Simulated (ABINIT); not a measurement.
# CdS (Greenockite): G0W0 with ABINIT, start to end, part 3 of 3

Aim: the G0W0 gap of CdS (Greenockite) on PBE, step by step.

ABINIT 10.8.3; PBE and many-body steps on it, plane waves. Known limits of the many-body steps: not at the basis limit; no spin-orbit coupling; coarse k mesh.

So far. Step 3 (Bands along the symmetry lines): The gap is 1.196 eV, as in the run before at this level. Step 4 (Empty states on the mesh, 3×3×2 mesh, 73 bands): On this mesh the gap is 1.196 eV.

The database entry behind the starting cell differs from later determinations by our own check (about 0.35 % long), so it need not match the best structure at ambient conditions.

### 5. Screening, 3×3×2 mesh, 67 bands, screening to 87.1 eV

The RPA dielectric matrix is built and inverted for each q.

This step: RPA screening on PBE, plane waves, norm-conserving pseudopotentials.

Contents of run.abi:

```
acell 3*1.0 Angstrom
rprim 
  4.149999999997 0.000000000001 0.000000000000
  -2.074999999999 3.594005425702 0.000000000000
  0.000000000000 0.000000000000 6.737000000000
ntypat 2
znucl 48 16
natom 4
typat 1 1 2 2
xred 
  0.333333333333 0.666666666667 0.000000000000
  0.666666666667 0.333333333333 0.500000000000
  0.333333333333 0.666666666667 0.375000000000
  0.666666666667 0.333333333333 0.875000000000
pp_dirpath "pseudos"
pseudos "Cd.upf, S.upf"
ecut 47
ngkpt 3 3 2
nshiftk 1
shiftk 0 0 0
kptopt 1
chksymbreak 0
istwfk *1
occopt 1
irdwfk 1
optdriver 3
nband 67
ecuteps 3.2
inclvkb 2
awtr 1
symchi 1
indata_prefix "in"
outdata_prefix "out"
tmpdata_prefix "tmp"
```

The run is started by

```console
$ OMP_NUM_THREADS=1 mpirun -n 4 abinit run.abi > log
```

Numbers of over 12 decimals in the logs are rounded to 6 here.

Log:

```text
.Version 10.8.3 of ABINIT. v10.8.2 released Aug 2026.

 Symmetries : space group P6_3 m c (#186); Bravais hP (primitive hexag.)
[... echo of the input left out ...]
== DATASET  1 ==================================================================
-   mpi_nproc: 4, omp_nthreads: 1 (-1 if OMP is not activated)

--- !DatasetInfo
iteration_state: {dtset: 1, }
dimensions: {natom: 4, nkpt: 6, mband: 67, nsppol: 1, nspinor: 1, nspden: 1, mpw: 10458, }
cutoff_energies: {ecut:  47.0, pawecutdg:  -1.0, }
electrons: {nelect:   5.20000000E+01, charge:   0.00000000E+00, occopt:   1.00000000E+00, tsmear:   1.00000000E-02, }

 SCREENING: Calculation of the susceptibility and dielectric matrices

 Based on a program developped by R.W. Godby, V. Olevano, G. Onida, and L. Reining.
 Incorporated in ABINIT by V. Olevano, G.-M. Rignanese, and M. Torrent.
.Using double precision arithmetic ; gwpc =  8

[... cell and pseudopotentials left out ...]
--------------------------------------------------------------------------------

 ==== K-mesh for the wavefunctions ====
 Number of points in the irreducible wedge :     6
[... list of points left out ...]
 Together with 12 symmetry operations and time-reversal symmetry
 yields    18 points in the full Brillouin Zone.

 ==== Q-mesh for the screening function ====
 Number of points in the irreducible wedge :     6
[... list of points left out ...]
 Together with 12 symmetry operations and time-reversal symmetry
 yields    18 points in the full Brillouin Zone.

 setmesh: FFT mesh size selected  =    27x   27x   50
          total number of points  =        36450

 vcoul_init : cutoff-mode = AUXILIARY_FUNCTION
 q-points for optical limit:   1
     1)      0.000010    0.000020    0.000030

- screening: taking advantage of time-reversal symmetry
- Maximum band index for partially occupied states nbvw = 26
- Remaining bands to be divided among processors   nbcw = 41
- Number of bands treated by each node ~10

 Number of electrons calculated from density =   52.0000; Expected =   52.0000
 average of density, n =  0.076686
 r_s =    1.4602
 omega_plasma =   26.7124 [eV]

 calculating chi0 at frequencies [eV] :
  1    0.000000E+00    0.000000E+00
  2    0.000000E+00    2.671236E+01

--------------------------------------------------------------------------------
  q-point number  1        q = ( 0.000000, 0.000000, 0.000000) [r.l.u.]
--------------------------------------------------------------------------------
[... chi0 elements left out ...]
 For q-point:  0.000010 0.000020 0.000030
  dielectric constant =  13.3772
  dielectric constant without local fields =  14.1725

  Average fulfillment of the sum rule on Im[epsilon] for q-point    1 :     29.14  [%]
[... wings left out ...]
  q-point number  2        q = ( 0.333333, 0.000000, 0.000000) [r.l.u.]
--------------------------------------------------------------------------------
[... chi0 elements left out ...]
  Average fulfillment of the sum rule on Im[epsilon] for q-point    2 :     33.86  [%]

 [... 4 further q-points ...]
```

Elapsed: 23 s, on 4 MPI ranks of Arm Neoverse V1, shared host; peak memory 1.1 GiB.

Numbers from this step:

```yaml
eps_infinity_with_local_fields_on_this_mesh_along_the_program_s_q_direction: 13.38
the_same_without_local_fields: 14.17
plasma_frequency: 26.71 eV
plane_waves_in_the_screening_matrix: 185
```

Local fields lower ε∞ by 6 %. On a Γ-centred mesh this coarse the value itself is usually too large, while a short band sum pulls it down.

### 6. Self-energy, 3×3×2 mesh, 67 bands, screening to 87.1 eV

The self-energy is evaluated for the states that the input lists, and the levels follow from it, in one-shot runs by the linearised quasiparticle equation.

This step: G0W0 on PBE, plane waves, norm-conserving pseudopotentials.

Edit run.abi of step 5 so:

```diff
@@ -25,8 +25,15 @@
 irdwfk 1
-optdriver 3
+optdriver 4
 nband 67
+gwcalctyp 0
+ecutsigx 47
+symsigma 1
+nkptgw 1
+kptgw 
+  0.0000000000 0.0000000000 0.0000000000
+bdgw 
+  25 28
 ecuteps 3.2
-inclvkb 2
-awtr 1
-symchi 1
+irdscr 1
+ppmodel 1
 indata_prefix "in"
```

Log:

```text
.Version 10.8.3 of ABINIT. v10.8.2 released Aug 2026.

 Symmetries : space group P6_3 m c (#186); Bravais hP (primitive hexag.)
[... echo of the input left out ...]
== DATASET  1 ==================================================================
-   mpi_nproc: 4, omp_nthreads: 1 (-1 if OMP is not activated)

--- !DatasetInfo
iteration_state: {dtset: 1, }
dimensions: {natom: 4, nkpt: 6, mband: 67, nsppol: 1, nspinor: 1, nspden: 1, mpw: 10458, }
cutoff_energies: {ecut:  47.0, pawecutdg:  -1.0, }
electrons: {nelect:   5.20000000E+01, charge:   0.00000000E+00, occopt:   1.00000000E+00, tsmear:   1.00000000E-02, }

 SIGMA: Calculation of the GW corrections

 Based on a program developped by R.W. Godby, V. Olevano, G. Onida, and L. Reining.
 Incorporated in ABINIT by V. Olevano, G.-M. Rignanese, and M. Torrent.
.Using double precision arithmetic ; gwpc =  8

[... cell and pseudopotentials left out ...]
--------------------------------------------------------------------------------

 ==== K-mesh for the wavefunctions ====
 Number of points in the irreducible wedge :     6
[... list of points left out ...]
 Together with 12 symmetry operations and time-reversal symmetry
 yields    18 points in the full Brillouin Zone.

 ==== Q-mesh for screening function ====
 Number of points in the irreducible wedge :     6
[... list of points left out ...]
 Together with 12 symmetry operations and time-reversal symmetry
 yields    18 points in the full Brillouin Zone.

 vcoul_init : cutoff-mode = AUXILIARY_FUNCTION
 q-points for optical limit:   1
     1)      0.000010    0.000020    0.000030
 setmesh: FFT mesh size selected  =    45x   45x   80
          total number of points  =       162000

 Number of electrons calculated from density =   52.0000; Expected =   52.0000
 average of density, n =  0.076686
 r_s =    1.4602
 omega_plasma =   26.7124 [eV]

 === KS Band Gaps ===
  >>>> For spin  1
   Minimum direct gap =   1.1956 [eV], located at k-point      :   0.0000  0.0000  0.0000
   Fundamental gap    =   1.1956 [eV], Top of valence bands at :   0.0000  0.0000  0.0000
                                       Bottom of conduction at :   0.0000  0.0000  0.0000
 SIGMA fundamental parameters:
 PLASMON POLE MODEL  1
 number of plane-waves for SigmaX                10383
 number of plane-waves for SigmaC and W            185
 number of plane-waves for wavefunctions         10383
 number of bands                                    67
 number of independent spin polarizations            1
 number of spinorial components                      1
 number of k-points in IBZ                           6
 number of q-points in IBZ                           6
 number of symmetry operations                      12
 number of k-points in BZ                           18
 number of q-points in BZ                           18
 number of frequencies for dSigma/dE                 9
 frequency step for dSigma/dE [eV]                0.25
 number of omega for Sigma on real axis              0
 max omega for Sigma on real axis  [eV]           0.00
 zcut for avoiding poles [eV]                     0.10

 EPSILON^-1 parameters (SCR file):
 dimension of the eps^-1 matrix on file            185
 dimension of the eps^-1 matrix used               185
 number of plane-waves for wavefunctions         10383
 number of bands                                    67
 number of q-points in IBZ                           6
 number of frequencies                               2
 number of real frequencies                          1
 number of imag frequencies                          1

 matrix elements of self-energy operator (all in [eV])

 Perturbative Calculation

--- !SelfEnergy_ee
iteration_state: {dtset: 1, }
kpoint     : [   0.000,    0.000,    0.000, ]
spin       : 1
KS_gap     :    1.196
QP_gap     :    2.117
Delta_QP_KS:    0.921
data: !SigmaeeData |
     Band     E0 <VxcDFT>   SigX SigC(E0)      Z dSigC/dE  Sig(E)    E-E0       E
       25   4.218 -15.295 -18.267   2.870   0.781  -0.280 -15.375  -0.080   4.139
       26   4.218 -15.295 -18.267   2.870   0.781  -0.280 -15.375  -0.080   4.139
       27   5.414 -10.655  -6.560  -3.059   0.813  -0.230  -9.813   0.842   6.255
       28   7.010 -11.001  -6.530  -3.215   0.814  -0.229  -9.979   1.022   8.032

== END DATASET(S) ==============================================================
================================================================================

 -outvars: echo values of variables after computation  --------
           etotal      0.0000000000E+00
            nband          67
             nkpt           6
          spgroup         186
 [... the other variables as echoed above ...]

 Calculation completed.
```

The job ended after 4.8 s (4 MPI ranks; peak memory 0.99 GiB).

Numbers from this step:

```
G0W0 gap on the points computed              : 2.116 eV
starting gap on the mesh                     : 1.196 eV
k of the valence top                         : 0, 0, 0
k of the conduction bottom                   : 0, 0, 0
Z at the valence top                         : 0.781
Z at the conduction bottom                   : 0.813
least direct G0W0 gap on the computed points : 2.116 eV
```

The gap on the mesh goes from 1.20 eV to 2.12 eV, a correction of +0.92 eV.

Limits: finite bands, cutoff and mesh; no spin-orbit coupling; coarse k mesh. v1 is the top filled band, c1 the lowest empty one. Levels before and after the correction, in eV, zero at the valence-band top of each column:

```csv
,conduction bottom,valence top
Kohn-Sham,1.20,0.00
G0W0,2.12,0.00
```

```csv
,level,energy (eV)
Kohn-Sham,Γ v2-v1,0.000
Kohn-Sham,Γ c1,1.196
Kohn-Sham,Γ c2,2.792
G0W0,Γ v2-v1,0.000
G0W0,Γ c1,2.116
G0W0,Γ c2,3.893
```

### 7. Where the time went

Times are wall times on 4 MPI ranks of Arm Neoverse V1, shared host, good to a factor of about two.

```csv
step,time,share,memory (GiB)
ground state,1.9 min,30 %,0.52
bands along the symmetry lines,3.1 min,49 %,0.73
empty states on the mesh,50 s,13 %,0.4
screening,23 s,6 %,1.1
self-energy,4.8 s,1 %,0.99
```

### 8. What came out

| Quantity | Value |
| --- | --- |
| PBE gap | 1.20 eV, direct |
| G0W0 gap on the mesh | 2.12 eV |
| GW settings | 3×3×2 mesh, 67 bands, screening to 87.1 eV, Godby-Needs plasmon pole |
| known limits | not at the basis limit; no spin-orbit coupling; coarse k mesh |

G0W0 moves the gap on the mesh from 1.20 eV to 2.12 eV (+0.92 eV), with Z of 0.78 and 0.81 at the edges. Local fields lower the RPA ε∞ on this mesh from 14.17 to 13.38; a Γ-centred mesh this coarse tends to raise both, most where the direct gap is narrow, while a short band sum lowers them. Only 1 of the mesh's irreducible points was corrected, so a valley elsewhere could overtake. The dearest step here is «bands along the symmetry lines». Bands and cutoff are finite, so the gap is not at the basis limit. The miss can reach some tenths of an eV and take either sign; the mesh is an error of its own. In the G0W0 run levels were corrected at 1 k point alone, so a gap called «on the mesh» is the least over those, and an edge elsewhere would be missed. The 3×3×2 mesh is coarse for this cell, which bears on the long-range parts of exchange and screening. The many-body steps are scalar-relativistic: spin-orbit coupling is not in them.

[Paths, hosts, dates, memory and timing lines, banners, echoed tables and standing remarks are left out of the program output.]

[Logs are printed without paths, hosts, clocks, repeated set-up lines and the standing remarks that a program may print on its own settings, such as how far it seeks lower states.]

[Runs of the session that timed out or met a known fault of the program may be left out.]

[Hosts, paths, dates, database ids (printed as entryN), source tags and the programs' standing remarks are cut or masked in the printed files.]

[G0W0 gaps are taken among the corrected bands and points alone; a level outside them can change the order at an edge.]

[Where Ansatz stands beside ABINIT at settings called matched, ABINIT's density can come from a denser mesh and the files from another edition; pairs whose starting gaps differed by over 0.03 eV were left out, so agreement reads better than it is.]
